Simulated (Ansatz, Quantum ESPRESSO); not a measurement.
# From contact to tunnelling: a Si chain with one bond drawn out, part 3 of 5

Aim: how the conductance falls as the barrier grows, for a Si chain with one bond drawn out.

Quantum ESPRESSO 7.5; plane-wave DFT, PBE, GBRV ultrasoft pseudopotentials; cross-check by Ansatz 0.2.0 with PAW datasets.

So far. Step 2 (Self-consistent run, 0.3 Å): The run needed 18 iterations to bring the estimated error under 1e-07 Ry; the largest force on any atom, held or free, is 0.97 eV/Å.

**4. Cross-check with Ansatz, 0.3 Å**

A second code with its own PAW datasets, on the same atoms.

Level of this step: plane-wave DFT, PBE, Ansatz PAW (Ansatz 0.2.0).

input.yaml

```yaml
crystal:
  lattice:
    - [7.5, 0.0, 0.0]
    - [0.0, 7.5, 0.0]
    - [0.0, 0.0, 22.3]
  atoms:
    - { symbol: Si, position: [0.5, 0.5, 0.0] }
    - { symbol: Si, position: [0.5, 0.5, 0.0986547085] }
    - { symbol: Si, position: [0.5, 0.5, 0.197309417] }
    - { symbol: Si, position: [0.5, 0.5, 0.2959641256] }
    - { symbol: Si, position: [0.5, 0.5, 0.3946188341] }
    - { symbol: Si, position: [0.5, 0.5, 0.5067264574] }
    - { symbol: Si, position: [0.5, 0.5, 0.6053811659] }
    - { symbol: Si, position: [0.5, 0.5, 0.7040358744] }
    - { symbol: Si, position: [0.5, 0.5, 0.802690583] }
    - { symbol: Si, position: [0.5, 0.5, 0.9013452915] }
kpoints:
  mp_grid: { grid: [1, 1, 4] }
hamiltonian:
  xc: pbe
scf:
  occupations: { method: fermi_dirac, width: 0.1 }
  convergence: { dr2_threshold: 1.0e-08 }
output:
  transmission:
    leads: [[0, 1]]
    e_range: [-2.0, 2.0]
    de: 0.05
    kmesh: [1, 1]
    reduced_basis: true
  write_potential: true
  write_density: true
  volumetric_format: npy
```

Command:

```console
$ ansatz run input.yaml --threads 4 --pin off --max-ram 8192MiB --backend cpu --events-out ev --progress --plain --runs-dir out
```

Numbers of over 12 decimals in the logs are rounded to 6 here.

The program printed:

```text
Engine: ansatz 0.2.0, aarch64-unknown-linux-gnu
Pseudopotentials: kind: paw
Pseudopotential: Si, paw, valence charge 4, recommended cutoff 420 eV (normal), Si.paw.azcp
Functional definition: PBE
  parameter kappa = 0.804
  parameter beta = 0.066725
  exchange = pbe_x(kappa = kappa, mu = beta*pi^2/3)
  correlation = pbe_c(beta = beta)
Crystal: 10 atoms, lattice volume = 1254.375 Å³
Basis set: ecut = 420 eV, 24571 PW (Γ)
Bands: 30, of which v1, the nominal top of the filled ones, is band 20 counted from 1 (19 counted from 0)
Symmetry: 16 space group operations
Space group: P4/mmm (ITA 123), of the structure as read, at distance tolerance 1.1e-4 Å
k-points: 3 of 4
Non-local potential: Si, projectors of the file, l = 0: 2, l = 1: 2, l = 2: 2
PAW form: soft (Blöchl's): semilocal exchange-correlation on the pseudo side does not see the compensation charge
PAW one-centre angular grid: Si, 110 points (default); XC on 64 Gauss nodes
Initial density: superposition of atomic densities (neutral atoms: chi_scale 0, normalization atom), corrected by the library's trained network
Initial wavefunctions: pseudopotential atomic-orbital guess
Functional: x = pbe(κ = 0.804, μ = 0.219515), c = pbe(β = 0.066725)
SCF iter   1: F=—  HF=-6337.712248 eV  |F-HF|=—  |Δ(HF+E_count)|=         —  Δρ=4.02e-3  dr2=3.36e-1  ethr=1.77e-3  ⟨swp⟩=7.7  Hψ=525  notcnv=0
preconditioner: auto → LDOS  [insulator: Δε(μ)=0.223 eV  Ē_g=5.456 eV  σ=0.100 eV  W_gap=0.50  n_scr=74 (ndim 8)  ℏωp=6.6 eV  f_vac=0.569  D(μ)=8.95/eV (n_scr^D=28)  ε∞_Penn≈2.5  β→1.0]
SCF iter   2: F=—  HF=-6337.700451 eV  |F-HF|=—  |Δ(HF+E_count)|=   1.18e-2  Δρ=1.20e-3  dr2=4.19e-2  ethr=8.41e-4  ⟨swp⟩=3.0  Hψ=195  notcnv=0
SCF iter   3: F=—  HF=-6337.696217 eV  |F-HF|=—  |Δ(HF+E_count)|=   4.23e-3  Δρ=3.51e-4  dr2=5.89e-3  ethr=1.05e-4  ⟨swp⟩=2.3  Hψ=153  notcnv=0
SCF iter   4: F=—  HF=-6337.696071 eV  |F-HF|=—  |Δ(HF+E_count)|=   1.46e-4  Δρ=1.83e-4  dr2=9.89e-4  ethr=1.47e-5  ⟨swp⟩=2.7  Hψ=165  notcnv=0
SCF iter   5: F=—  HF=-6337.695929 eV  |F-HF|=—  |Δ(HF+E_count)|=   1.42e-4  Δρ=6.12e-5  dr2=9.52e-5  ethr=2.47e-6  ⟨swp⟩=2.7  Hψ=139  notcnv=0
SCF iter   6: F=—  HF=-6337.695933 eV  |F-HF|=—  |Δ(HF+E_count)|=   3.45e-6  Δρ=1.69e-5  dr2=7.59e-6  ethr=2.38e-7  ⟨swp⟩=2.3  Hψ=151  notcnv=0
SCF iter   7: F=—  HF=-6337.695776 eV  |F-HF|=—  |Δ(HF+E_count)|=   1.56e-4  Δρ=2.93e-6  dr2=2.37e-7  ethr=1.90e-8  ⟨swp⟩=2.0  Hψ=137  notcnv=0
SCF iter   8: F=—  HF=-6337.695776 eV  |F-HF|=—  |Δ(HF+E_count)|=   3.80e-8  Δρ=1.20e-6  dr2=4.35e-8  ethr=5.92e-10  ⟨swp⟩=2.0  Hψ=146  notcnv=0
SCF iter   9: F=-6337.695776 eV  HF=-6337.695776 eV  |F-HF|=8.58e-10  |Δ(HF+E_count)|=   1.43e-8  Δρ=2.48e-7  dr2=1.21e-9  ethr=2.50e-11  ⟨swp⟩=6.0  Hψ=288  notcnv=0
SCF 1 converged in 9 iterations: F = -6337.695776 eV  dr2 = 1.21e-9
  greatest PAW one-centre occupation: 0.705 electrons in one spin orbital (limit 2), on the Si atom at site 5 (counted from 0), in its partial waves of l = 0
transmission: 28 of 168 steps passed
transmission: 56 of 168 steps passed
[...]
transmission: 168 of 168 steps passed
WARN: The output density's exchange-correlation potential varies sharply where the density is thin. Do not read a vacuum level from v_tot or v_xc, or from such a field of the output density. On a cell that repeats whose density bears no net charge and no dipole along the vacuum's axis use v_es (v_loc + v_h of the components); under efield.dipole_correction with no amplitude use v_es + v_field, which holds any externa [...]
SCF converged after 9 iterations
Free energy (F): -6337.695776 eV
Harris-Foulkes:  -6337.695776 eV  (|F-HF|=8.58e-10)
Internal energy: -6337.403268 eV  (E = F + TS)
E sigma→0 (E₀):  -6337.549522 eV
Entropy (-TS):   -0.292508 eV (-29.251 meV/atom)
Fermi energy:    -3.279277 eV
--- Per-component energies (eV) ---
  E_band       = -289.902872
  E_kinetic    = 369.786088
  E_local      = -1732.851824  (includes V_loc(G=0)·N_el)
  E_nonlocal   = 264.124261
  E_hartree    = 632.822696
  E_xc         = -529.910764
  E_vxc        = -436.362985  (∫ρ·V_xc dr)
  E_paw        = -5123.184673  (= ΣΔE_a)
  E_vpaw       = -20.243481  (= ΣTr[D̂ρ^β])
  E_aug_tail   = 0.000073  (compensation charges beyond the density's cutoff)
  E_ewald      = -218.189126
  E_smearing   = -0.292508  (= −TS)
  E_closure    = -0.000000  (closes the sum)
  Σ components = -6337.695776   (vs F -6337.695776, Δ=0.00e0)
--- Band table (eV) ---
  k-point 0: bands = [... 16 lower, -4.2366, -3.5210, -3.5210, -3.4178, -3.4178, -2.6531, -2.3254, -2.1904, ... 6 higher]
  k-point 1: bands = [... 16 lower, -4.1393, -3.7244, -3.7244, -3.1798, -3.1798, -3.1693, -2.4932, -2.4932, ... 6 higher]
  k-point 2: bands = [... 16 lower, -3.9894, -3.8896, -3.8896, -3.6132, -2.9242, -2.9242, -2.7805, -2.7805, ... 6 higher]
--- Transmission ---
  basis      : 497 plane waves across, 28 finite elements along
  points     : 1, standing for a mesh of 1 x 1
  energies   : 81 from -2.000000 to 2.000000 eV about the Fermi level, 0.050000 eV apart; the leads are filled to 0.000000 eV, and channels, transmission and decay are at 0.000000 eV
  crystal 0  : Si1, at the sites [0, 1], period 2.2000 Å, over 22.00 Å; its Hamiltonian steps by up to 26.4 meV: too much for a lead, lay more layers or, if its atoms are ordered, name the step of that order
    offset         : up to 0.0000 Å between an atom of the period and one for which it stands
    channels       : 3.000000e0 a spin
    conductance    : none, the energies end too early or step too widely for 300 K: set another output.transmission.e_range or a lower de, or, where they end at an eighth of basis.ecutwfc, a higher one
  junction   : crystal 0 to crystal 0, -0.40 to 19.70 Å
    transmission   : 2.667943e0 a spin
    error estimate : 4.580172e-5 a spin from the reduction of the transverse basis, at the most 8.497071e-5 at -1.050000 eV
    conductance    : none, the energies end too early or step too widely for 300 K: set another output.transmission.e_range or a lower de, or, where they end at an eighth of basis.ecutwfc, a higher one
```

It took 19 s on 4 threads of Arm Neoverse V2, shared host; peak memory 1.2 GiB.

This step gave:

```
free energy                                  : -6337.6958 eV
energy at zero smearing                      : -6337.5495 eV
smearing term TS                             : 0.2925 eV
Fermi energy                                 : -3.279 eV
symmetry operations                          : 16
transmission at the Fermi level, one spin    : 2.668
step of the lead's Hamiltonian over a period : 26.4 meV
```

Per spin. Table of transmission by energy, zero at the Fermi level:

```
energy (eV)  transmission
     -2.000             0
     -1.800             0
     -1.600             0
     -1.400             0
     -1.200         0.654
     -1.000          1.29
     -0.800          2.10
     -0.600          2.40
     -0.400          2.57
     -0.200          2.64
      0.000          2.67
      0.200          2.67
      0.400          2.65
      0.600          2.64
      0.800          2.63
      1.000          2.63
      1.200          2.64
      1.400          2.65
      1.600          2.66
      1.800          2.67
      2.000          2.68
```

Per spin. Open channels against energy, zero at the Fermi level:

energy (eV), open channels and a bar:
```
    -2.00       0.00 
    -1.85       0.00 
    -1.70       0.00 
    -1.60       0.00 
    -1.45       0.00 
    -1.30       2.00 ####################
    -1.15       2.00 ####################
    -1.05       2.00 ####################
    -0.90       3.00 ##############################
    -0.75       3.00 ##############################
    -0.60       3.00 ##############################
    -0.50       3.00 ##############################
    -0.35       3.00 ##############################
    -0.20       3.00 ##############################
    -0.05       3.00 ##############################
     0.00       3.00 ##############################
     0.05       3.00 ##############################
     0.20       3.00 ##############################
     0.35       3.00 ##############################
     0.50       3.00 ##############################
     0.60       3.00 ##############################
     0.75       3.00 ##############################
     0.90       3.00 ##############################
     1.05       3.00 ##############################
     1.15       3.00 ##############################
     1.30       3.00 ##############################
     1.45       3.00 ##############################
     1.60       3.00 ##############################
     1.70       3.00 ##############################
     1.85       3.00 ##############################
     2.00       3.00 ##############################
```

Ansatz finds T = 2.67 against pwcond's 2.71.

**5. Ground state, 0.8 Å**

Level of this step: plane-wave DFT, PBE, GBRV ultrasoft pseudopotentials (Quantum ESPRESSO 7.5).

j1.scf.in

```
&control
  prefix = 'j1.scf'
  outdir = './out'
  pseudo_dir = './pseudo'
  calculation = 'scf'
  tprnfor = .true.
/
&system
  ibrav = 0
  nat = 10
  ntyp = 1
  ecutwfc = 34
  ecutrho = 170
  occupations = 'smearing'
  smearing = 'mv'
  degauss = 0.01
/
&electrons
  conv_thr = 1e-07
  mixing_beta = 0.25
  electron_maxstep = 120
  mixing_mode = 'local-TF'
/
ATOMIC_SPECIES
  Si  28.0850  si_pbe_v1.uspp.F.UPF
CELL_PARAMETERS angstrom
  7.50000000000000 0.00000000000000 0.00000000000000
  0.00000000000000 7.50000000000000 0.00000000000000
  0.00000000000000 0.00000000000000 22.80000000000000
ATOMIC_POSITIONS crystal
  Si  0.500000000000 0.500000000000 0.000000000000
  Si  0.500000000000 0.500000000000 0.096491228070
  Si  0.500000000000 0.500000000000 0.192982456140
  Si  0.500000000000 0.500000000000 0.289473684211
  Si  0.500000000000 0.500000000000 0.385964912281
  Si  0.500000000000 0.500000000000 0.517543859649
  Si  0.500000000000 0.500000000000 0.614035087719
  Si  0.500000000000 0.500000000000 0.710526315789
  Si  0.500000000000 0.500000000000 0.807017543860
  Si  0.500000000000 0.500000000000 0.903508771930
K_POINTS automatic
  1 1 3 0 0 0
```

Command:

```console
$ OMP_NUM_THREADS=1 mpirun -n 4 pw.x -nk 1 -in j1.scf.in > j1.scf.out
```

The program printed:

```text
[banner, memory and clock lines left out]
Program PWSCF v.7.5 starts
[...]
Message from routine setup:
[...]
number of electrons       =        40.00
     number of Kohn-Sham states=           24
     kinetic-energy cutoff     =      34.0000  Ry
     charge density cutoff     =     170.0000  Ry
[...]
number of k points=     2  Marzari-Vanderbilt smearing, width (Ry)=  0.0100
[...]
Dense  grid:   323839 G-vectors     FFT dimensions: (  60,  60, 180)
[...]
negative rho (up, down):  1.765E-05 0.000E+00
     Starting wfcs are   40 randomized atomic wfcs
[...]
negative rho (up, down):  9.754E-07 0.000E+00
[...]
estimated scf accuracy    <       0.42574477 Ry
[...]
negative rho (up, down):  2.669E-08 0.000E+00
[...]
estimated scf accuracy    <       0.29018037 Ry
[...]
estimated scf accuracy    <       0.03594105 Ry
[...]
estimated scf accuracy    <       0.02796441 Ry
[...]
estimated scf accuracy    <       0.00545418 Ry
[...]
estimated scf accuracy    <       0.00434178 Ry
[...]
negative rho (up, down):  5.341E-06 0.000E+00
[...]
estimated scf accuracy    <       0.00256111 Ry
[...]
negative rho (up, down):  3.699E-06 0.000E+00
[...]
estimated scf accuracy    <       0.00116127 Ry
[...]
negative rho (up, down):  4.215E-06 0.000E+00
[...]
estimated scf accuracy    <       0.00052862 Ry
[...]
negative rho (up, down):  2.779E-06 0.000E+00
[...]
estimated scf accuracy    <       0.00005278 Ry
[...]
negative rho (up, down):  3.783E-05 0.000E+00
[...]
estimated scf accuracy    <       0.00001190 Ry
[...]
negative rho (up, down):  6.969E-05 0.000E+00
[...]
estimated scf accuracy    <       0.00004394 Ry
[...]
negative rho (up, down):  7.175E-05 0.000E+00
[...]
estimated scf accuracy    <       0.00006302 Ry
[...]
negative rho (up, down):  4.940E-05 0.000E+00
[...]
estimated scf accuracy    <       0.00002689 Ry
[...]
negative rho (up, down):  6.607E-05 0.000E+00
[...]
estimated scf accuracy    <       0.00000323 Ry
[...]
negative rho (up, down):  6.400E-05 0.000E+00
[...]
estimated scf accuracy    <       0.00000036 Ry
[...]
negative rho (up, down):  5.678E-05 0.000E+00
[...]
estimated scf accuracy    <       0.00000033 Ry
[...]
negative rho (up, down):  4.963E-05 0.000E+00
[...]
estimated scf accuracy    <       0.00000014 Ry
[...]
negative rho (up, down):  4.918E-05 0.000E+00
[...]
the Fermi energy is    -3.2883 ev
!    total energy              =     -94.43112388 Ry
     estimated scf accuracy    <       0.00000003 Ry
     smearing contrib. (-TS)   =       0.00090500 Ry
     internal energy E=F+TS    =     -94.43202889 Ry
[...]
one-electron contribution =     -83.40082504 Ry
     hartree contribution      =      46.47580707 Ry
     xc contribution           =     -41.10749521 Ry
     ewald contribution        =     -16.39951570 Ry
     convergence has been achieved in  19 iterations
     negative rho (up, down):  4.918E-05 0.000E+00
[...]
Total force =     0.034290     Total SCF correction =     0.000165
[...]
```

Run time: 29 s. Hardware: 4 MPI ranks; peak memory 0.88 GiB; 1.9 min of CPU time.

This step gave:

| Quantity | Value |
| --- | --- |
| free energy | -1284.8009 eV |
| Fermi energy | -3.288 eV |

**6. The open system, 0.8 Å**

j1.cond.in

```
&inputcond
  outdir = './out'
  prefixt = 'j1.scf'
  tran_file = 'j1.cond.dat'
  bdl = 0.5866666667
  bds = 3.0400000000
  ikind = 1
  ewind = 4.0
  epsproj = 1e-05
  nz1 = 7
  energy0 = 2.0
  denergy = -0.1
/
1
  0.00000000 0.00000000 1.00000000
41
```

Command:

```console
$ OMP_NUM_THREADS=1 mpirun -n 4 pwcond.x -in j1.cond.in > j1.cond.out
```

The program printed:

```text
[banner, memory and clock lines left out]
Program PWCOND v.7.5 starts
[citation notice left out]

[...]
./out/j1.scf.save/

[...]
negative rho (up, down):  4.918E-05 0.000E+00
     Reading collected, re-writing distributed wavefunctions

===== INPUT FILE containing all the regions =====

     GEOMETRY:

     lattice parameter (alat)  =      14.1729  a.u.
     the volume                =    8654.7390 (a.u.)^3
     the cross section         =     200.8724 (a.u.)^2
     l of the unit cell        =       3.0400 (alat)
[...]
T_tot    -0.30000      0.23770E+01
   T_tot    -0.40000      0.20643E+01
   T_tot    -0.50000      0.17655E+01
   T_tot    -0.60000      0.14827E+01
   T_tot    -0.70000      0.12046E+01
   T_tot    -0.80000      0.91469E+00
   T_tot    -0.90000      0.59737E+00
   T_tot    -1.00000      0.35121E+00
   T_tot    -1.10000      0.24236E+00
   T_tot    -1.20000      0.15324E+00
   T_tot    -1.30000      0.53648E-01
   T_tot    -1.40000      0.00000E+00
   T_tot    -1.50000      0.00000E+00
   T_tot    -1.60000      0.00000E+00
   T_tot    -1.70000      0.00000E+00
   T_tot    -1.80000      0.00000E+00
   T_tot    -1.90000      0.00000E+00
   T_tot    -2.00000      0.00000E+00

[...]
```

Elapsed: 84 s, on 4 MPI ranks; peak memory 0.35 GiB.

Read from the output:

| Property | Result |
| --- | --- |
| transmission at the Fermi level, one spin | 1.565 |
| conductance | 1.565 G₀ |

Per spin. The transmission by energy, zero at the Fermi level:

```csv
energy (eV),transmission
-2.00,0
-1.90,0
-1.70,0
-1.60,0
-1.40,0
-1.30,0.0268
-1.20,0.0766
-1.00,0.176
-0.90,0.299
-0.80,0.457
-0.60,0.741
-0.50,0.883
-0.30,1.19
-0.20,1.34
-0.10,1.47
0.00,1.56
0.10,1.60
0.20,1.60
0.30,1.56
0.50,1.32
0.60,1.36
0.80,1.32
0.90,1.30
1.00,1.30
1.20,1.32
1.30,1.34
1.40,1.36
1.60,1.41
1.70,1.43
1.90,1.47
2.00,1.49
```

T goes from 2.71 to 1.56, a factor of 1.7.

**7. The same in Ansatz, 0.8 Å**

Level of this step: plane-wave DFT, PBE, Ansatz PAW (Ansatz 0.2.0).

input.yaml, the sections that differ from step 4:

```yaml
crystal:
  lattice:
    - [7.5, 0.0, 0.0]
    - [0.0, 7.5, 0.0]
    - [0.0, 0.0, 22.8]
  atoms:
    - { symbol: Si, position: [0.5, 0.5, 0.0] }
    - { symbol: Si, position: [0.5, 0.5, 0.0964912281] }
    - { symbol: Si, position: [0.5, 0.5, 0.1929824561] }
    - { symbol: Si, position: [0.5, 0.5, 0.2894736842] }
    - { symbol: Si, position: [0.5, 0.5, 0.3859649123] }
    - { symbol: Si, position: [0.5, 0.5, 0.5175438596] }
    - { symbol: Si, position: [0.5, 0.5, 0.6140350877] }
    - { symbol: Si, position: [0.5, 0.5, 0.7105263158] }
    - { symbol: Si, position: [0.5, 0.5, 0.8070175439] }
    - { symbol: Si, position: [0.5, 0.5, 0.9035087719] }
# kpoints, hamiltonian, scf, output: as in step 4
```

Command:

```console
$ ansatz run input.yaml --threads 4 --pin off --max-ram 8192MiB --backend cpu --events-out ev --progress --plain --runs-dir out
```

The program printed:

```text
[...]
Crystal: 10 atoms, lattice volume = 1282.500 Å³
Basis set: ecut = 420 eV, 25061 PW (Γ)
Bands: 30, of which v1, the nominal top of the filled ones, is band 20 counted from 1 (19 counted from 0)
Symmetry: 16 space group operations
[...]
k-points: 3 of 4
[...]
k-point 2: bands = [... 16 lower, -4.0251, -3.7469, -3.7469, -3.5781, -3.0118, -3.0118, -2.6506, -2.6506, ... 6 higher]
--- Transmission ---
  basis      : 497 plane waves across, 29 finite elements along
  points     : 1, standing for a mesh of 1 x 1
[...]
channels       : 3.000000e0 a spin
[...]
junction   : crystal 0 to crystal 0, -0.40 to 20.20 Å
    transmission   : 1.400066e0 a spin
[...]
[key lines of the parts left out:]
SCF converged after 10 iterations
Free energy (F): -6337.381014 eV
Fermi energy:    -3.283099 eV
```

Wall time 21 s (4 threads); peak memory 1.2 GiB; 75 s of CPU time.

This step gave:

| Item | Value |
| --- | --- |
| free energy | -6337.3810 eV |
| energy at zero smearing | -6337.2105 eV |
| smearing term TS | 0.3410 eV |
| Fermi energy | -3.283 eV |
| transmission at the Fermi level, one spin | 1.400 |
| step of the lead's Hamiltonian over a period | 41.9 meV |

Per spin. The transmission by energy, zero at the Fermi level:

energy (eV), transmission and a bar:
```
    -2.00       0.00 
    -1.90       0.00 
    -1.80       0.00 
    -1.70       0.00 
    -1.55       0.00 
    -1.45       0.00 
    -1.35       0.01 
    -1.25       0.05 #
    -1.15       0.10 ##
    -1.05       0.16 ###
    -0.90       0.34 #######
    -0.80       0.48 ##########
    -0.70       0.62 ############
    -0.60       0.78 ################
    -0.50       0.94 ###################
    -0.40       1.10 ######################
    -0.25       1.28 ##########################
    -0.15       1.36 ###########################
    -0.05       1.39 ############################
     0.00       1.40 ############################
     0.05       1.40 ############################
     0.15       1.39 ############################
     0.25       1.37 ############################
     0.40       1.34 ###########################
     0.50       1.32 ###########################
     0.60       1.31 ##########################
     0.70       1.30 ##########################
     0.80       1.30 ##########################
     0.90       1.31 ##########################
     1.05       1.32 ###########################
     1.15       1.33 ###########################
     1.25       1.35 ###########################
     1.35       1.37 ############################
     1.45       1.38 ############################
     1.55       1.40 ############################
     1.70       1.43 #############################
     1.80       1.45 #############################
     1.90       1.47 ##############################
     2.00       1.49 ##############################
```

Ansatz finds T = 1.40 against pwcond's 1.56.

(Continued in part 4 of 5.)

[Logs are printed without paths, hosts, clocks, repeated set-up lines and the standing remarks that a program may print on its own settings, such as how far it seeks lower states.]

[Hosts, paths, dates, database ids (printed as entryN), source tags and the programs' standing remarks are cut or masked in the printed files.]

[Maps of the electrostatic potential energy from Ansatz leave out the sawtooth potential of an applied field or a dipole correction, so their vacuum need not be flat; planar profiles and work functions include it.]
